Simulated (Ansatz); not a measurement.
## ZnS (Wurtzite-2H, P6_3mc) under uniaxial strain along c

Wanted: the shifts of the zone-centre modes of ZnS (Wurtzite-2H, P6_3mc) with strain.

Method: DFT LDA, scalar-relativistic, plane waves, PAW; PAW set soft_1, in Ansatz 0.2.0.

This is a report of a sequence of runs, with most program output left out.

The database entry behind the starting cell differs from later determinations by our own check (about 0.4 % short), so it need not match the best structure at ambient conditions.

## Step 1: The structure

Symmetry: P6_3mc, No. 186, hexagonal system. Conventional cell: a = 3.811 Å, b = 3.811 Å, c = 6.234 Å, α = 90.00°, β = 90.00°, γ = 120.00°. Nearest to S lie 4 Zn at 2.31 to 2.40 Å. Nearest to Zn lie 4 S at 2.31 to 2.40 Å. Farther neighbours and most contacts between anions are not listed.

## Step 2: Bringing the structure to rest

Harmonic phonons are second derivatives at a point where the forces vanish, and they are wanted at zero stress, so atoms and cell are relaxed first.

The input, input.yaml:

```yaml
crystal:
  lattice:
    - [3.811, 0.0, 0.0]
    - [-1.9055, 3.3004228138, 0.0]
    - [0.0, 0.0, 6.234]
  atoms:
    - { symbol: S, position: [0.33333333, 0.66666667, 0.385] }
    - { symbol: S, position: [0.66666667, 0.33333333, 0.885] }
    - { symbol: Zn, position: [0.33333333, 0.66666667, 0.0] }
    - { symbol: Zn, position: [0.66666667, 0.33333333, 0.5] }
kpoints:
  mp_grid: { grid: [9, 9, 6] }
hamiltonian:
  xc: lda
  pseudopotentials: { kind: paw, azcp: { folder: soft_1 }, xc_functional: pbe }
scf:
  occupations: { method: gaussian, width: 0.02 }
output:
  forces: true
  stress: true
  eigenvalues: true
  write_density: true
  write_potential: true
  elf: true
  volumetric_format: npy
relax:
  adjacent_minimum: "off"
  f_tol: 0.005
  max_steps: 80
  cell: { stress_tol: 0.05 }
```

Launch:

```
ansatz run input.yaml --threads 4 --pin off --max-ram 16384MiB --backend cpu --events-out ev --progress --plain --runs-dir out
```

Wall time 15 s (4 threads of Arm Neoverse V2, shared host); peak memory 0.44 GiB.

Relaxation path:

| step | energy less that of the first step (eV) | largest force component (eV/Å) | pressure (GPa) | volume (Å³) |
| --- | --- | --- | --- | --- |
| 1 | 0.0000 | 0.2941 | -3.91 | 78.41 |
| 2 | -0.0558 | 0.2289 | -1.67 | 75.96 |
| 3 | -0.0748 | 0.0079 | 0.50 | 73.92 |
| 4 | -0.0754 | 0.0025 | -0.02 | 74.35 |
| 5 | -0.0754 | 0.0002 | 0.00 | 74.34 |
| 6* | -0.0739 | 0.0002 | 0.00 | 74.34 |

Relaxation steps marked * repeat the geometry before them on a plane-wave basis chosen anew for their cell, so energy and pressure can jump there.

Forces are held to the 12 operations that the run works with; a distortion that breaks them can't arise in this run.

| conventional cell, symmetrised | before | after | change |
| --- | --- | --- | --- |
| a (Å) | 3.811 | 3.738 | -1.9 % |
| b (Å) | 3.811 | 3.738 | -1.9 % |
| c (Å) | 6.234 | 6.143 | -1.5 % |
| volume (Å³/atom) | 19.60 | 18.58 | -5.2 % |

The atoms that moved most (Å, as changes of fractional coordinates times the final cell):

| atom | dx | dy | dz | length |
| --- | --- | --- | --- | --- |
| S2 | 0.000 | 0.000 | -0.034 | 0.034 |
| Zn4 | 0.000 | 0.000 | 0.034 | 0.034 |
| S1 | 0.000 | 0.000 | -0.034 | 0.034 |
| Zn3 | 0.000 | 0.000 | 0.034 | 0.034 |

Numbers from this step:

```
pressure          : -0.002460 GPa
gap on the k-mesh : 2.186 eV
volume per atom   : 18.58 Å³
```

ELF in the ac plane at fractional y = 0.333, with atoms of S and Zn within 0.2 Å of it. It is the smooth field of the valence electrons, not physical close to the nuclei.

Ten even steps from '_' (0.00) to '@' (0.87), each cell a mean:
```
==::..::--**@@@@##++**@@@@%%
++::..::==##@@%%==..::##@@@@
**::..::==%%@@##::____**@@@@
++::....==##@@%%==::--##@@%%
==..__..--**%%@@%%%%%%@@@@##
--..____::++##@@@@@@@@@@%%**
..______..::==****####**++--
..________..::::::::::::::::
............................
::::::::::::....________....
--==++==--::..__________..::
==**##**++--..__________..::
**##%%##**==::..________..::
**%%%%%%##++::..........::--
**##%%####++--::........::==
**######**++--::........::==
==++****++--::............::
::--====--::..____________..
..::::::....________________
............................
..........::::==++++++==--::
::......::--++####%%%%##**==
::::....::==##@@@@%%@@@@%%**
```
Columns run along a (3.7 Å), rows up along c (6.1 Å). Atoms in or near the plane, at fractional coordinates: S at (0.67, 0.88), Zn at (0.67, 0.51).

Electrostatic potential energy in the ac plane at fractional y = 0.333, with atoms of S and Zn within 0.2 Å of it. With pseudopotentials it is smooth inside the atoms' cores, unlike the true potential.

Ten even steps from '0' (-49 eV) to '9' (11 eV), each cell a mean:
```
99999985222478
99999973222258
99999963243258
99999974222268
99999986323579
99999998766899
99999999888999
99999998877899
99999986433589
99999974100268
99999962000048
99999962000048
99999974100268
99999986433589
99999999877899
99999999999999
99999999999999
99999999999999
99999999999999
99999999999999
99999999999999
99999999888999
99889998666789
```
Columns run along a (3.7 Å; values clipped at the 3rd and 97th percentile), rows up along c (6.1 Å). Atoms in or near the plane, at fractional coordinates: S at (0.67, 0.88), Zn at (0.67, 0.51).

Valence density in the ac plane at fractional y = 0.333, with atoms of S and Zn within 0.2 Å of it. It is the smooth field of the valence electrons, not physical close to the nuclei.

Values in e/Å³, 23 rows by 14 columns, each cell a mean:
```
 0  0  0  0  0  0  1  1  1  1  1  1  1  0
 0  0  0  0  0  0  1  1  1  1  1  1  1  1
 0  0  0  0  0  0  1  1  1  0  1  1  1  1
 0  0  0  0  0  0  1  1  1  1  1  1  1  0
 0  0  0  0  0  0  0  1  1  1  1  1  1  0
 0  0  0  0  0  0  0  1  1  1  1  1  0  0
 0  0  0  0  0  0  0  0  0  1  1  0  0  0
 0  0  0  0  0  0  0  0  0  1  1  0  0  0
 0  0  0  0  0  0  0  0  1  1  1  1  0  0
 0  0  0  0  0  0  0  1  5  9  7  2  1  0
 0  0  0  0  0  0  1  2 13 29 21  4  1  0
 0  0  0  0  0  0  1  2 13 29 21  4  1  0
 0  0  0  0  0  0  0  1  4  8  6  2  1  0
 0  0  0  0  0  0  0  1  1  2  1  1  0  0
 0  0  0  0  0  0  0  0  0  0  0  0  0  0
 0  0  0  0  0  0  0  0  0  0  0  0  0  0
 0  0  0  0  0  0  0  0  0  0  0  0  0  0
 0  0  0  0  0  0  0  0  0  0  0  0  0  0
 0  0  0  0  0  0  0  0  0  0  0  0  0  0
 0  0  0  0  0  0  0  0  0  0  0  0  0  0
 0  0  0  0  0  0  0  0  0  0  0  0  0  0
 0  0  0  0  0  0  0  0  0  0  0  0  0  0
 0  0  0  0  0  0  0  1  1  1  1  1  0  0
```
Columns run along a (3.7 Å), rows up along c (6.1 Å). Atoms in or near the plane, at fractional coordinates: S at (0.67, 0.88), Zn at (0.67, 0.51).

In this step the volume went from 19.60 to 18.58 Å³/atom.

## Step 3: Tight relaxation

A first tight relaxation and response on 9×9×6 k points, not shown, drew a warning on the mesh, so the tight relaxation is repeated on 12×12×8 points.

The input, input.yaml:

```yaml
crystal:
  lattice:
    - [3.7381579103, 0.0, 0.0]
    - [-1.8690789551, 3.2373397137, 0.0]
    - [0.0, 0.0, 6.142845047]
  atoms:
    - { symbol: S, position: [0.3333333333, 0.6666666667, 0.3794072714] }
    - { symbol: S, position: [0.6666666667, 0.3333333333, 0.8794072714] }
    - { symbol: Zn, position: [0.3333333333, 0.6666666667, 0.0055927286] }
    - { symbol: Zn, position: [0.6666666667, 0.3333333333, 0.5055927286] }
kpoints:
  mp_grid: { grid: [12, 12, 8] }
hamiltonian:
  xc: lda
  pseudopotentials: { kind: paw, azcp: { folder: soft_1 }, xc_functional: pbe }
scf:
  occupations: { method: fixed }
output:
  forces: true
  stress: true
  eigenvalues: true
relax:
  adjacent_minimum: "off"
  f_tol: 0.001
  max_steps: 60
  cell: { stress_tol: 0.01 }
```

Wall time 11 s (4 threads); peak memory 0.47 GiB; 42 s of CPU time.

Little changed from the start: no atom moved by 0.005 Å and no cell edge by 0.1 %.

This step gave:

* pressure: -0.002847 GPa

The largest force component left is 0.24 meV/Å and the pressure is -0.003 GPa, within the tolerances set. The cell now holds 18.58 Å³/atom.

## Step 4: Modes at rest

The modes at rest are the reference of the series, and the response to a field gives the dielectric tensor and the Born charges.

input.yaml: that of step 3 with these lines changed.

```diff
@@ -18,9 +18,6 @@
 output:
-  forces: true
-  stress: true
   eigenvalues: true
-relax:
-  adjacent_minimum: "off"
-  f_tol: 0.001
-  max_steps: 60
-  cell: { stress_tol: 0.01 }
+phonons:
+  method: dfpt
+  dielectric: true
+  rigid_motions: translations
```

Run time: 2.6 min. Hardware: 4 threads; peak memory 2.4 GiB; 10 min of CPU time.

Numbers from this step:

```yaml
sum_rule_residual_before_enforcement: 2.32e-4 eV/Å²
miss_of_the_charge_sum_rule: 2.99e-4 e
estimated_error_of_the_dielectric_tensor: 0.02007
estimated_error_of_the_born_charges: 0.01325 e
point_group: 6mm
highest_optical_mode_at_the_zone_centre_no_lo_to_term: 348.9 cm⁻¹
lowest_optical_zone_centre_mode: 70.57 cm⁻¹
mean_high_frequency_dielectric_constant: 6.103
largest_born_charge_third_of_the_trace: -1.868 e
mean_static_dielectric_constant: 8.625
top_of_the_zone_centre_spectrum_with_the_field: 348.9 cm⁻¹
```

Without the LO-TO term. Patterns of degenerate modes are one choice out of their space. The modes at Γ (shares of kinetic energy by element, %):

| mode | frequency (cm⁻¹) | symmetry | S % | Zn % |
| --- | --- | --- | --- | --- |
| 1 | 0.0 | acoustic | 33 | 67 |
| 2 | 0.0 | acoustic | 33 | 67 |
| 3 | 0.0 | acoustic | 33 | 67 |
| 4 | 70.6 | E2 | 26 | 74 |
| 5 | 70.6 | E2 | 26 | 74 |
| 6 | 199.8 | B1 | 4 | 96 |
| 7 | 289.4 | A1 | 67 | 33 |
| 8 | 293.5 | E1 | 67 | 33 |
| 9 | 293.5 | E1 | 67 | 33 |
| 10 | 299.1 | E2 | 74 | 26 |
| 11 | 299.1 | E2 | 74 | 26 |
| 12 | 348.9 | B1 | 96 | 4 |

Displacements in mode 4 (70.6 cm⁻¹), the largest set to 1:
```
S1  -0.02 -0.84  0.00
S2   0.02  0.84  0.00
Zn3  0.02  1.00  0.00
Zn4 -0.02 -1.00  0.00
```

Displacements in mode 12 (348.9 cm⁻¹), the largest set to 1:
```
S1   0.00  0.00  1.00
S2   0.00  0.00 -1.00
Zn3  0.00  0.00 -0.14
Zn4  0.00  0.00  0.14
```

Optical modes at the zone centre, without and with the macroscopic field of the longitudinal modes; each column is sorted by frequency, so a row need not hold one and the same mode. Modes with and without the field, by row:

| rank among optical modes | no field (cm⁻¹) | q along (1, 0, 0) (cm⁻¹) | q along (0, 0, 1) (cm⁻¹) |
| --- | --- | --- | --- |
| 1 | 70.6 | 70.6 | 70.6 |
| 2 | 70.6 | 70.6 | 70.6 |
| 3 | 199.8 | 199.8 | 199.8 |
| 4 | 289.4 | 289.4 | 293.5 |
| 5 | 293.5 | 293.5 | 293.5 |
| 6 | 293.5 | 299.1 | 299.1 |
| 7 | 299.1 | 299.1 | 299.1 |
| 8 | 299.1 | 346.7 | 348 |
| 9 | 348.9 | 348.9 | 348.9 |

Born charge (rows field, columns displacement) (e), principal values of the symmetric part by kind of site:

| atom | atoms with these values | low | middle | high | mean |
| --- | --- | --- | --- | --- | --- |
| S1 | 2 | -1.94 | -1.83 | -1.83 | -1.87 |
| Zn3 | 2 | 1.83 | 1.83 | 1.94 | 1.87 |

In full for S1:

```
-1.83  0.00  0.00
 0.00 -1.83  0.00
 0.00  0.00 -1.94
```

High-frequency dielectric tensor:

```
6.06 0.00 0.00
0.00 6.06 0.00
0.00 0.00 6.19
```

Static dielectric tensor (ions relaxed, fixed cell):

```
8.46 0.00 0.00
0.00 8.46 0.00
0.00 0.00 8.96
```

Transverse modes. Lines of the infrared spectrum (strongest = 100):

| position (cm⁻¹) | label | relative intensity |
| --- | --- | --- |
| 71 | E2 | 0.0 |
| 200 | B1 | 0.0 |
| 289 | A1 | 56 |
| 294 | E1 | 100 |
| 299 | E2 | 0.0 |
| 349 | B1 | 0.0 |

Before it was imposed, the acoustic sum rule was missed by 2.3e-4 eV/Å² and the charge sum rule by 3.0e-4 e. Small misses are needed for a sound result but don't prove that mesh and cutoff are converged. The lowest optical mode is real, 70.6 cm⁻¹.

## Step 5: A member of the series: uniaxial strain of +4 % along c

The cell takes a uniaxial strain of +4 % along c. The strained length and the angles are held, while the rest of the cell and the atoms relax.

input.yaml, the sections that differ from step 4:

```yaml
crystal:
  lattice:
    - [3.7116182767, 0.0, 0.0]
    - [-1.8558091384, 3.2143557168, 0.0]
    - [0.0, 0.0, 6.388558849]
  atoms:
    - { symbol: S, position: [0.333333334, 0.666666666, 0.3763091216] }
    - { symbol: S, position: [0.666666666, 0.333333334, 0.8763091216] }
    - { symbol: Zn, position: [0.333333333, 0.666666667, 0.0086908784] }
    - { symbol: Zn, position: [0.666666667, 0.333333333, 0.5086908784] }
output:
  forces: true
  stress: true
  eigenvalues: true
relax:
  adjacent_minimum: "off"
  f_tol: 0.001
  max_steps: 60
  cell: { stress_tol: 0.01, fix: [c, angles] }
# kpoints, hamiltonian, scf: as in step 4
# phonons: removed
```

Run time: 51 s. Hardware: 4 threads; peak memory 0.65 GiB; 3.3 min of CPU time.

The steps of the relaxation:

| step | energy less that of the first step (eV) | largest force component (eV/Å) | pressure (GPa) | volume (Å³) |
| --- | --- | --- | --- | --- |
| 1 | 0.0000 | 0.0428 | -2.10 | 76.22 |
| 2 | -0.0006 | 0.0317 | -1.91 | 76.01 |
| 3 | -0.0009 | 0.0069 | -1.79 | 75.87 |
| 4 | -0.0009 | 0.0000 | -1.82 | 75.89 |
| 5* | -0.0007 | 0.0000 | -1.82 | 75.89 |

Relaxation steps marked * repeat the geometry before them on a plane-wave basis chosen anew for their cell, so energy and pressure can jump there.

| conventional cell, symmetrised | before | after | change |
| --- | --- | --- | --- |
| a (Å) | 3.712 | 3.704 | -0.2 % |
| b (Å) | 3.712 | 3.704 | -0.2 % |
| c (Å) | 6.389 | 6.389 | +0.0 % |
| volume (Å³/atom) | 19.05 | 18.97 | -0.4 % |

Numbers from this step:

```
pressure          : -1.821 GPa
gap on the k-mesh : 1.884 eV
volume per atom   : 18.97 Å³
```

The largest force component left is 0.014 meV/Å.

## Step 6: Modes of this member: uniaxial strain of +4 % along c

The zone-centre modes follow for uniaxial strain of +4 % along c, with the response to a field.

input.yaml, the sections that differ from step 5:

```yaml
crystal:
  lattice:
    - [3.7035982802, 0.0, 0.0]
    - [-1.8517991401, 3.207410196, 0.0]
    - [0.0, 0.0, 6.388558849]
  atoms:
    - { symbol: S, position: [0.3333333355, 0.6666666645, 0.375468052] }
    - { symbol: S, position: [0.6666666645, 0.3333333355, 0.875468052] }
    - { symbol: Zn, position: [0.3333333316, 0.6666666684, 0.009531948] }
    - { symbol: Zn, position: [0.6666666684, 0.3333333316, 0.509531948] }
output:
  eigenvalues: true
phonons:
  method: dfpt
  dielectric: true
  rigid_motions: translations
# kpoints, hamiltonian, scf: as in step 5
# relax: removed
```

Elapsed: 2.9 min, on 4 threads; peak memory 2.4 GiB.

Numbers from this step:

- sum-rule residual before enforcement: 5.54e-5 eV/Å²
- miss of the charge sum rule: 5.97e-4 e
- estimated error of the dielectric tensor: 0.01785
- estimated error of the Born charges: 0.01334 e
- highest optical mode at the zone centre (no LO-TO term): 326.2 cm⁻¹
- lowest optical zone-centre mode: 75.44 cm⁻¹
- mean high-frequency dielectric constant: 6.162
- largest Born charge (third of the trace): -1.902 e
- mean static dielectric constant: 8.964
- top of the zone-centre spectrum with the field: 339.1 cm⁻¹

Without the LO-TO term. Patterns of degenerate modes are one choice out of their space. Modes at Γ, with each element's share of the kinetic energy:

| mode | frequency (cm⁻¹) | symmetry | S % | Zn % |
| --- | --- | --- | --- | --- |
| 1 | 0.0 | acoustic | 33 | 67 |
| 2 | 0.0 | acoustic | 33 | 67 |
| 3 | 0.0 | acoustic | 33 | 67 |
| 4 | 75.4 | E2 | 25 | 75 |
| 5 | 75.4 | E2 | 25 | 75 |
| 6 | 198.0 | B1 | 1 | 99 |
| 7 | 270.4 | A1 | 67 | 33 |
| 8 | 285.4 | E1 | 67 | 33 |
| 9 | 285.4 | E1 | 67 | 33 |
| 10 | 287.2 | E2 | 75 | 25 |
| 11 | 287.2 | E2 | 75 | 25 |
| 12 | 326.2 | B1 | 99 | 1 |

Transverse modes. Infrared lines, with heights relative to the strongest:

| position (cm⁻¹) | label | relative intensity |
| --- | --- | --- |
| 75 | E2 | 0.0 |
| 198 | B1 | 0.0 |
| 270 | A1 | 62 |
| 285 | E1 | 100 |
| 287 | E2 | 0.0 |
| 326 | B1 | 0.0 |

Without the LO-TO term the lowest optical mode is real, 75.4 cm⁻¹, and the highest lies at 326.2 cm⁻¹.

For the highest optical mode at the zone centre (no LO-TO term), step 4 gave 349 cm⁻¹; this run, with strain 4 %, gives 326 cm⁻¹ (-6 %).

## Step 7: A member of the series: uniaxial strain of -4 % along c

The cell takes a uniaxial strain of -4 % along c. The strained length and the angles are held, while the rest of the cell and the atoms relax.

input.yaml, the sections that differ from step 6:

```yaml
crystal:
  lattice:
    - [3.7679465919, 0.0, 0.0]
    - [-1.8839732959, 3.2631374687, 0.0]
    - [0.0, 0.0, 5.897131245]
  atoms:
    - { symbol: S, position: [0.3333333249, 0.6666666751, 0.3833307414] }
    - { symbol: S, position: [0.6666666751, 0.3333333249, 0.8833307414] }
    - { symbol: Zn, position: [0.333333342, 0.666666658, 0.0016692586] }
    - { symbol: Zn, position: [0.666666658, 0.333333342, 0.5016692586] }
output:
  forces: true
  stress: true
  eigenvalues: true
relax:
  adjacent_minimum: "off"
  f_tol: 0.001
  max_steps: 60
  cell: { stress_tol: 0.01, fix: [c, angles] }
# kpoints, hamiltonian, scf: as in step 6
# phonons: removed
```

Wall time 46 s (4 threads); peak memory 0.64 GiB.

Relaxation path:

| step | energy less that of the first step (eV) | largest force component (eV/Å) | pressure (GPa) | volume (Å³) |
| --- | --- | --- | --- | --- |
| 1 | 0.0000 | 0.1078 | 2.42 | 72.51 |
| 2 | -0.0014 | 0.0717 | 2.10 | 72.74 |
| 3 | -0.0022 | 0.0011 | 1.85 | 72.90 |
| 4 | -0.0022 | 0.0004 | 1.83 | 72.92 |
| 5* | -0.0023 | 0.0004 | 1.83 | 72.92 |

Relaxation steps marked * repeat the geometry before them on a plane-wave basis chosen anew for their cell, so energy and pressure can jump there.

| conventional cell, symmetrised | before | after | change |
| --- | --- | --- | --- |
| a (Å) | 3.768 | 3.779 | +0.3 % |
| b (Å) | 3.768 | 3.779 | +0.3 % |
| c (Å) | 5.897 | 5.897 | -0.0 % |
| volume (Å³/atom) | 18.13 | 18.23 | +0.6 % |

Final coordinates:

```xyz
4
Lattice="3.7786 0.0000 0.0000 -1.8893 3.2723 0.0000 0.0000 0.0000 5.8971" Properties=species:S:1:pos:R:3 pbc="T T T"
S     0.0000    2.1816    2.2694
S     1.8893    1.0908    5.2179
Zn    0.0000    2.1816    0.0010
Zn    1.8893    1.0908    2.9496
```

Numbers from this step:

- pressure: 1.834 GPa
- gap on the k-mesh: 2.257 eV
- volume per atom: 18.23 Å³

The largest force component left is 0.36 meV/Å.

(Part 1 of 2 ends here.)

[Logs are printed without paths, hosts, clocks, repeated set-up lines and the standing remarks that a program may print on its own settings, such as how far it seeks lower states.]

[Hosts, paths, dates, database ids (printed as entryN), source tags and the programs' standing remarks are cut or masked in the printed files.]
